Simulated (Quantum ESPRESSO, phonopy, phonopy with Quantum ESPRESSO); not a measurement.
# Grüneisen parameters and expansion of GaP (F-43m), part 2 of 2

Which modes of GaP drive its thermal expansion?

Measurements to reproduce:
- volume expansion coefficient 15.9 1e-6/K, heat capacity C_P per formula unit 44.2 J/mol/K and bulk modulus 88.7 GPa near room temperature (given in “High-Throughput Prediction of Finite-Temperature Properties using the Quasi-Harmonic Approximation”, 2016, arXiv:1603.06924)

Quantum ESPRESSO 7.5; DFT LDA, scalar-relativistic, plane waves, GBRV ultrasoft pseudopotentials.

So far. Step 16 (Lattice dynamics at this volume, V/V0 0.985): The time given is that of the 2 pw.x runs on displaced cells behind this step.

**17. Self-consistent run, V/V0 1.03**

This step: DFT LDA, scalar-relativistic, plane waves, GBRV ultrasoft pseudopotentials (Quantum ESPRESSO 7.5).

System of this step: GaP. Symmetry: F-43m, No. 216, cubic system. Conventional cell: a = 5.446 Å, b = 5.446 Å, c = 5.446 Å, α = 90.00°, β = 90.00°, γ = 90.00°. Ga has 4 P at 2.36 Å nearest. Nearest to P lie 4 Ga at 2.36 Å. Farther neighbours are not listed.

scf.in

```
 &control
    calculation='scf',
    prefix='x',
    outdir='./tmp',
    pseudo_dir='./pseudo',
    tprnfor=.true.,
    tstress=.true.,
 /
 &system
    ibrav=0,
    nat=2,
    ntyp=2,
    ecutwfc=34.0,
    ecutrho=204.0,
    occupations='fixed',
    nbnd=14,
 /
 &electrons
    conv_thr=1.0d-12,
    mixing_beta=0.7,
    electron_maxstep=100,
 /
ATOMIC_SPECIES
 Ga     69.7230  Ga.upf
 P      30.9738  P.upf
CELL_PARAMETERS angstrom
     0.000000000    2.722989905    2.722989905
     2.722989905    0.000000000    2.722989905
     2.722989905    2.722989905    0.000000000
ATOMIC_POSITIONS crystal
 Ga     0.000000000   0.000000000   0.000000000
 P      0.250000000   0.250000000   0.250000000
K_POINTS automatic
 8 8 8 0 0 0
```

The run is started by

```
> OMP_NUM_THREADS=1 mpirun -n 4 pw.x -nk 4 -in scf.in > scf.out
```

Elapsed: 6.5 s, on 4 MPI ranks of Intel Xeon Platinum 8375C at 2.90GHz (Ice Lake), shared host; 25 s of CPU time.

The run ends at a pressure of -2.55 GPa.

**18. Born charges and dielectric tensor**

ph.in

```
phonons
 &inputph
    prefix='x',
    outdir='./tmp',
    fildyn='x.dyn',
    tr2_ph=1.0d-18,
    epsil=.true.,
 /
0.000000000 0.000000000 0.000000000
```

scf.in is that of step 17.

The run is started by

```
> OMP_NUM_THREADS=1 mpirun -n 4 ph.x -nk 4 -in ph.in > ph.out
```

It took 80 s on 4 MPI ranks.

The Born charges sum to zero within 0.13 e; the rest is removed before use. Acoustic frequencies in this log differ from zero by the error of the sum rule, which ph.x does not impose.

**19. Forces on a displaced cell**

System of this step: GaP. The structure is monoclinic, space group Cm (No. 8). Conventional cell: a = 13.340 Å, b = 7.702 Å, c = 7.702 Å, α = 90.00°, β = 125.26°, γ = 90.00°. Nearest to Ga lie 4 P at 2.34 to 2.37 Å. Ga has 4 P at 2.36 Å nearest. Nearest to Ga lie 4 P at 2.36 Å. Ga has 4 P at 2.36 Å nearest. Farther neighbours are not listed.

disp-00001.in

```
 &control
    calculation='scf',
    prefix='x',
    outdir='./tmp',
    pseudo_dir='./pseudo',
    tprnfor=.true.,
    disk_io='none',
 /
 &system
    ibrav=0,
    nat=16,
    ntyp=2,
    ecutwfc=34.0,
    ecutrho=204.0,
    occupations='fixed',
    nbnd=98,
 /
 &electrons
    conv_thr=1.0d-11,
    mixing_beta=0.7,
    electron_maxstep=100,
 /
ATOMIC_SPECIES
 Ga     69.7230  Ga.upf
 P      30.9738  P.upf
CELL_PARAMETERS angstrom
     0.000000000    5.445979809    5.445979809
     5.445979809    0.000000000    5.445979809
     5.445979809    5.445979809    0.000000000
ATOMIC_POSITIONS crystal
 Ga     0.002596803   0.000000000   0.000000000
 Ga     0.500000000   0.000000000   0.000000000
 Ga     0.000000000   0.500000000   0.000000000
 Ga     0.500000000   0.500000000   0.000000000
 Ga     0.000000000   0.000000000   0.500000000
 Ga     0.500000000   0.000000000   0.500000000
 Ga     0.000000000   0.500000000   0.500000000
 Ga     0.500000000   0.500000000   0.500000000
 P      0.125000000   0.125000000   0.125000000
 P      0.625000000   0.125000000   0.125000000
 P      0.125000000   0.625000000   0.125000000
 P      0.625000000   0.625000000   0.125000000
 P      0.125000000   0.125000000   0.625000000
 P      0.625000000   0.125000000   0.625000000
 P      0.125000000   0.625000000   0.625000000
 P      0.625000000   0.625000000   0.625000000
K_POINTS automatic
 3 3 3 0 0 0
```

The run is started by

```
> OMP_NUM_THREADS=1 mpirun -n 2 pw.x -nk 2 -in disp-00001.in > disp-00001.out
```

Run time: 3.1 min. Hardware: 2 MPI ranks.

**20. Phonons, V/V0 1.03**

This step: DFT LDA, scalar-relativistic, plane waves, GBRV ultrasoft pseudopotentials (phonopy with Quantum ESPRESSO 4.10.0 / 7.5).

The job ended after 3.2 min (4 threads; 13 min of CPU time).

No mode is imaginary beyond numerical noise along the path. The highest zone-centre mode (no LO–TO term) moved by -3.6 % for a volume change of +3.0 %.

The time given is that of the 2 pw.x runs on displaced cells behind this step.

**21. Ground state at this cell, V/V0 0.97**

This step: DFT LDA, scalar-relativistic, plane waves, GBRV ultrasoft pseudopotentials (Quantum ESPRESSO 7.5).

System of this step: GaP. The structure is cubic, space group F-43m (No. 216). Conventional cell: a = 5.338 Å, b = 5.338 Å, c = 5.338 Å, α = 90.00°, β = 90.00°, γ = 90.00°. Nearest to Ga lie 4 P at 2.31 Å. P has 4 Ga at 2.31 Å nearest. Farther neighbours are not listed.

scf.in: that of step 18 with these lines changed.

```diff
@@ -26,5 +26,5 @@
 CELL_PARAMETERS angstrom
-     0.000000000    2.722989905    2.722989905
-     2.722989905    0.000000000    2.722989905
-     2.722989905    2.722989905    0.000000000
+     0.000000000    2.669055069    2.669055069
+     2.669055069    0.000000000    2.669055069
+     2.669055069    2.669055069    0.000000000
 ATOMIC_POSITIONS crystal
```

The run is started by

```
> OMP_NUM_THREADS=1 mpirun -n 4 pw.x -nk 4 -in scf.in > scf.out
```

It took 8.1 s on 4 MPI ranks; 31 s of CPU time.

The run ends at a pressure of 2.87 GPa.

**22. Born charges and dielectric tensor**

ph.in is that of step 18.

scf.in is that of step 21.

The run is started by

```
> OMP_NUM_THREADS=1 mpirun -n 4 ph.x -nk 4 -in ph.in > ph.out
```

Wall time 79 s (4 MPI ranks).

The Born charges sum to zero within 0.12 e; the rest is removed before use. Acoustic frequencies in this log differ from zero by the error of the sum rule, which ph.x does not impose.

**23. Forces on a displaced cell**

System of this step: GaP. Symmetry: Cm, No. 8, monoclinic system. Conventional cell: a = 13.076 Å, b = 7.549 Å, c = 7.549 Å, α = 90.00°, β = 125.26°, γ = 90.00°. Nearest to Ga lie 4 P at 2.30 to 2.33 Å. Ga has 4 P at 2.31 Å nearest. Nearest to Ga lie 4 P at 2.31 Å. Nearest to Ga lie 4 P at 2.31 Å. Farther neighbours are not listed.

disp-00001.in: that of step 19 with these lines changed.

```diff
@@ -26,7 +26,7 @@
 CELL_PARAMETERS angstrom
-     0.000000000    5.445979809    5.445979809
-     5.445979809    0.000000000    5.445979809
-     5.445979809    5.445979809    0.000000000
+     0.000000000    5.338110138    5.338110138
+     5.338110138    0.000000000    5.338110138
+     5.338110138    5.338110138    0.000000000
 ATOMIC_POSITIONS crystal
- Ga     0.002596803   0.000000000   0.000000000
+ Ga     0.002649278   0.000000000   0.000000000
  Ga     0.500000000   0.000000000   0.000000000
```

The run is started by

```
> OMP_NUM_THREADS=1 mpirun -n 2 pw.x -nk 2 -in disp-00001.in > disp-00001.out
```

Elapsed: 2.8 min, on 2 MPI ranks; 5.6 min of CPU time.

**24. Lattice dynamics at this volume, V/V0 0.97**

This step: DFT LDA, scalar-relativistic, plane waves, GBRV ultrasoft pseudopotentials (phonopy with Quantum ESPRESSO 4.10.0 / 7.5).

The job ended after 3 min (4 threads).

No mode is imaginary beyond numerical noise along the path. The highest zone-centre mode (no LO–TO term) moved by +3.8 % for a volume change of -3.0 %.

The time given is that of the 2 pw.x runs on displaced cells behind this step.

**25. Self-consistent run, V/V0 1.05**

This step: DFT LDA, scalar-relativistic, plane waves, GBRV ultrasoft pseudopotentials (Quantum ESPRESSO 7.5).

System of this step: GaP. It takes space group F-43m (No. 216, cubic). Conventional cell: a = 5.481 Å, b = 5.481 Å, c = 5.481 Å, α = 90.00°, β = 90.00°, γ = 90.00°. Ga has 4 P at 2.37 Å nearest. P has 4 Ga at 2.37 Å nearest. Farther neighbours are not listed.

scf.in: that of step 22 with these lines changed.

```diff
@@ -26,5 +26,5 @@
 CELL_PARAMETERS angstrom
-     0.000000000    2.669055069    2.669055069
-     2.669055069    0.000000000    2.669055069
-     2.669055069    2.669055069    0.000000000
+     0.000000000    2.740501575    2.740501575
+     2.740501575    0.000000000    2.740501575
+     2.740501575    2.740501575    0.000000000
 ATOMIC_POSITIONS crystal
```

The run is started by

```
> OMP_NUM_THREADS=1 mpirun -n 4 pw.x -nk 4 -in scf.in > scf.out
```

The job ended after 7 s (4 MPI ranks; 27 s of CPU time).

The run ends at a pressure of -3.99 GPa.

**26. Born charges and dielectric tensor**

ph.in is that of step 22.

scf.in is that of step 25.

The run is started by

```
> OMP_NUM_THREADS=1 mpirun -n 4 ph.x -nk 4 -in ph.in > ph.out
```

The job ended after 80 s (4 MPI ranks).

ε∞:

```
12.38  0.00  0.00
 0.00 12.38  0.00
 0.00  0.00 12.38
```

The Born charges sum to zero within 0.14 e; the rest is removed before use. Acoustic frequencies in this log differ from zero by the error of the sum rule, which ph.x does not impose.

**27. Forces on a displaced cell**

System of this step: GaP. The structure is monoclinic, space group Cm (No. 8). The conventional cell has a = 13.426 Å, b = 7.751 Å, c = 7.751 Å, α = 90.00°, β = 125.26°, γ = 90.00°. Nearest to Ga lie 4 P at 2.36 to 2.39 Å. Nearest to Ga lie 4 P at 2.37 Å. Ga has 4 P at 2.37 Å nearest. Nearest to Ga lie 4 P at 2.37 Å. Farther neighbours are not listed.

disp-00001.in: that of step 23 with these lines changed.

```diff
@@ -26,7 +26,7 @@
 CELL_PARAMETERS angstrom
-     0.000000000    5.338110138    5.338110138
-     5.338110138    0.000000000    5.338110138
-     5.338110138    5.338110138    0.000000000
+     0.000000000    5.481003150    5.481003150
+     5.481003150    0.000000000    5.481003150
+     5.481003150    5.481003150    0.000000000
 ATOMIC_POSITIONS crystal
- Ga     0.002649278   0.000000000   0.000000000
+ Ga     0.002580209   0.000000000   0.000000000
  Ga     0.500000000   0.000000000   0.000000000
```

The run is started by

```
> OMP_NUM_THREADS=1 mpirun -n 2 pw.x -nk 2 -in disp-00001.in > disp-00001.out
```

Wall time 3.1 min (2 MPI ranks).

**28. Phonons, V/V0 1.05**

This step: DFT LDA, scalar-relativistic, plane waves, GBRV ultrasoft pseudopotentials (phonopy with Quantum ESPRESSO 4.10.0 / 7.5).

The job ended after 3.1 min (4 threads).

Phonopy, LO-TO term from ph.x's tensors. The phonon branches at the labelled points (cm⁻¹):

```tsv
point	branch 1	branch 2	branch 3	branch 4	branch 5	branch 6
Γ	0	0	0	344	344	374
halfway	75	75	159	340	340	366
X	106	106	240	336	336	346
halfway	104	122	233	333	336	347
U	100	152	217	329	336	350
jump to K	100	152	217	329	336	350
halfway	66	103	159	340	342	359
Γ	0	0	0	344	344	374
halfway	58	58	149	341	341	365
L	82	82	224	338	338	348
halfway	95	136	212	332	338	350
W	122	153	210	326	338	349
halfway	114	127	228	330	337	348
X	106	106	240	336	336	346
```

No mode is imaginary beyond numerical noise along the path. The highest zone-centre mode (no LO–TO term) moved by -5.8 % for a volume change of +5.0 %.

The time given is that of the 2 pw.x runs on displaced cells behind this step.

**29. How the modes move with volume**

This step: DFT LDA, scalar-relativistic, plane waves, GBRV ultrasoft pseudopotentials (phonopy 4.10.0).

Numbers from this step:

```
share of modes with a negative Grüneisen parameter : 0.329
```

Mean Grüneisen, by row:

```tsv
T (K)	heat-capacity-weighted mean	root mean square
50	-0.58	0.892
100	-0.033	0.966
200	0.414	1.081
300	0.522	1.11
500	0.579	1.126
800	0.599	1.131
```

The mean mode Grueneisen parameter by wavenumber:

```tsv
wavenumber (cm⁻¹)	mean mode Grueneisen parameter
7	-
20	-1.09
33	-0.884
46	-0.859
59	-0.968
72	-0.982
86	-0.887
99	-0.743
112	-0.354
125	-0.14
138	0.00368
151	-0.0214
164	0.637
178	0.992
191	0.982
204	0.998
217	1.04
230	1.02
243	1.01
257	-
270	-
283	-
296	-
309	-
322	-
336	-
349	1.24
362	1.37
375	1.36
388	1.13
```

Volume series, by row:

```tsv
V/V0	V (Å³/atom)	pressure (GPa)	E - E0 (meV/atom)	gap (eV)	zero-point energy (meV/atom)	lowest on the path (cm⁻¹)	highest at Gamma without the LO-TO term (cm⁻¹)
0.97	19.01	2.874	5.468	1.368	47.94	0	379.1
0.985	19.31	1.347	1.395	1.401	47.2	0	372.1
1	19.6	-0.053	0	1.433	46.47	0	365.3
1.015	19.9	-1.351	1.105	1.464	45.75	0	358.7
1.03	20.19	-2.547	4.525	1.486	45.05	0	352.2
1.05	20.58	-3.99	12.28	1.444	44.12	0	344
```

The optical frequency at Gamma without the LO-TO term, mode 4 by V/V0:

```tsv
V/V0	optical frequency at Gamma without the LO-TO term, mode 4 (cm⁻¹)
0.9700	379
0.9850	372
1.0000	365
1.0150	359
1.0300	352
1.0500	344
```

Grüneisen at points, by row:

```tsv
point	branch	frequency (cm⁻¹)	mode Grüneisen parameter
Γ	4	365.3	1.22
Γ	6	394.9	1.07
X	1	101.4	-1.11
X	3	251.8	0.99
X	4	361.3	1.5
X	6	366.6	1.2
U	1	96.1	-1.16
U	2	151.4	-0.19
U	3	229.2	1.1
U	4	349.7	1.25
U	5	361.4	1.47
U	6	375.8	1.45
K	1	96.1	-1.16
K	2	151.4	-0.19
K	3	229.2	1.1
K	4	349.7	1.25
K	5	361.4	1.47
K	6	375.8	1.45
L	1	78.3	-1.25
L	3	233.6	0.88
L	4	362.4	1.39
L	6	370.6	1.3
W	1	121	-0.3
W	2	150.6	-0.48
W	3	222.4	1.21
W	4	345.7	1.21
W	5	364.5	1.5
W	6	375.2	1.46
```

The printed pressures lie 0.10 GPa below −dE/dV of the same runs on average, in a series that spans 6.9 GPa: energy and stress disagree, as they do when the basis is incomplete, so the pressures are not converged.

**30. Free-energy fit**

This step gave:

```yaml
volume_expansion_coefficient_at_300_k: 11.56 1e-6/K
isothermal_bulk_modulus_at_300_k: 86.42 GPa
c_p_at_300_k: 21.78 J/mol-atom/K
grueneisen_parameter_at_300_k: 0.546
```

The energy (each curve on its own zero) by volume; values in meV/atom:

```tsv
volume (Å³/atom)	static	F at 0 K	F at 300 K	F at 900 K
19.014	5.47	7.32	7.77	11.0
19.308	1.39	2.51	2.85	4.96
19.602	0	0.39	0.58	1.47
19.896	1.11	0.77	0.74	0.27
20.190	4.53	3.48	3.2	1.32
20.582	12.3	10.3	9.64	5.76
```

Phonopy-qha, vinet fit of F(V) at each temperature; no electronic free energy. Qha vinet, by row:

```tsv
T (K)	fitted volume (Å³/atom)	alpha_V (1e-6/K)	B_T (GPa)	C_P (J/mol-atom/K)	Grueneisen
100	19.7	0.11	88.37	10.95	0.01024
150	19.7	4.51	87.96	15.65	0.3003
200	19.71	7.86	87.48	18.71	0.4367
250	19.72	10.08	86.96	20.59	0.5063
300	19.73	11.56	86.42	21.78	0.5461
350	19.74	12.6	85.88	22.57	0.5713
400	19.75	13.36	85.33	23.12	0.5885
450	19.76	13.95	84.78	23.51	0.601
500	19.78	14.42	84.23	23.81	0.6107
550	19.79	14.82	83.68	24.03	0.6185
600	19.81	15.17	83.14	24.21	0.625
650	19.82	15.47	82.6	24.35	0.6307
700	19.84	15.75	82.06	24.47	0.6357
750	19.85	16.01	81.53	24.57	0.6402
800	19.87	16.25	81	24.65	0.6443
850	19.89	16.48	80.48	24.73	0.6482
```

Volume expansion coefficient, phonopy-qha, Vinet against temperature:

temperature (K), volume expansion coefficient, phonopy-qha, Vinet (1e-6/K) and a bar from the least value:
```
       75       -1.7 
      100        0.1 ###
      125        2.4 #######
      150        4.5 ##########
      175        6.3 #############
      200        7.9 ################
      225        9.1 ##################
      250       10.1 ###################
      275       10.9 #####################
      300       11.6 ######################
      325       12.1 #######################
      350       12.6 #######################
      375       13.0 ########################
      400       13.4 #########################
      425       13.7 #########################
      450       13.9 ##########################
      475       14.2 ##########################
      500       14.4 ##########################
      525       14.6 ###########################
      550       14.8 ###########################
      575       15.0 ###########################
      600       15.2 ############################
      625       15.3 ############################
      650       15.5 ############################
      675       15.6 ############################
      700       15.8 #############################
      725       15.9 #############################
      750       16.0 #############################
      775       16.1 #############################
      800       16.2 #############################
      825       16.4 ##############################
      850       16.5 ##############################
      875       16.6 ##############################
```

The fit gives a volume expansion of 11.6 × 10⁻⁶/K at 300 K.

**31. What came out**

```yaml
volume_expansion_coefficient_at_300_k: 11.56 1e-6/K
isothermal_bulk_modulus_at_300_k: 86.42 GPa
c_p_at_300_k: 21.78 J/mol-atom/K
grueneisen_parameter_at_300_k: 0.546
mean_mode_grueneisen_parameter_at_300_k: 0.522
```

**Reading.** Near room temperature GaP expands by 11.6 × 10⁻⁶/K in volume by LDA, with C_P = 21.8 J/(mol K) per mole of atoms and B_T = 86.4 GPa. The q-mesh is coarse, and the expansion can converge slowly with it. C_P at room temperature is 87 % of the classical 3R an atom, so the stiffest modes are still partly frozen out. A measured volume expansion coefficient near room temperature is 15.9 1e-6/K (arXiv:1603.06924); the calculated 11.6 1e-6/K differs by -27 %. A measured bulk modulus near room temperature is 88.7 GPa (arXiv:1603.06924); the calculated 86.4 GPa differs by -3 %. The table does not say whether its value is isothermal or adiabatic. A measured heat capacity per formula unit near room temperature is 44.2 J/mol/K (arXiv:1603.06924); the calculated 43.6 J/mol/K differs by -1 %. The heat-capacity-weighted Grüneisen parameter goes from -0.58 at 50 K to 0.599 at 800 K; 33 % of the modes stiffen on expansion. Weighting γ by the density of states and each mode's heat capacity at 300 K, the lowest third of the frequency range (cuts at 130 and 270 cm⁻¹) pulls the cell inward, while the rest pushes it outward. Among the labelled points γ is largest for branch 4 at X (361 cm⁻¹, 1.5) and most negative for branch 1 at L (78.3 cm⁻¹, -1.2). The supercell is small: only its own wavevectors are exact, and branches between them are interpolated and can be misplaced. The printed pressures lie 0.10 GPa below −dE/dV of the same runs on average, in a series that spans 6.9 GPa: energy and stress disagree, as they do when the basis is incomplete, so the pressures are not converged.

[Logs are printed without paths, hosts, clocks, repeated set-up lines and the standing remarks that a program may print on its own settings, such as how far it seeks lower states.]

[Hosts, paths, dates, database ids (printed as entryN), source tags and the programs' standing remarks are cut or masked in the printed files.]

[A step with changed settings may run another functional than the one named; its input shows which.]

[Of the runs on displaced cells, only some may be shown.]
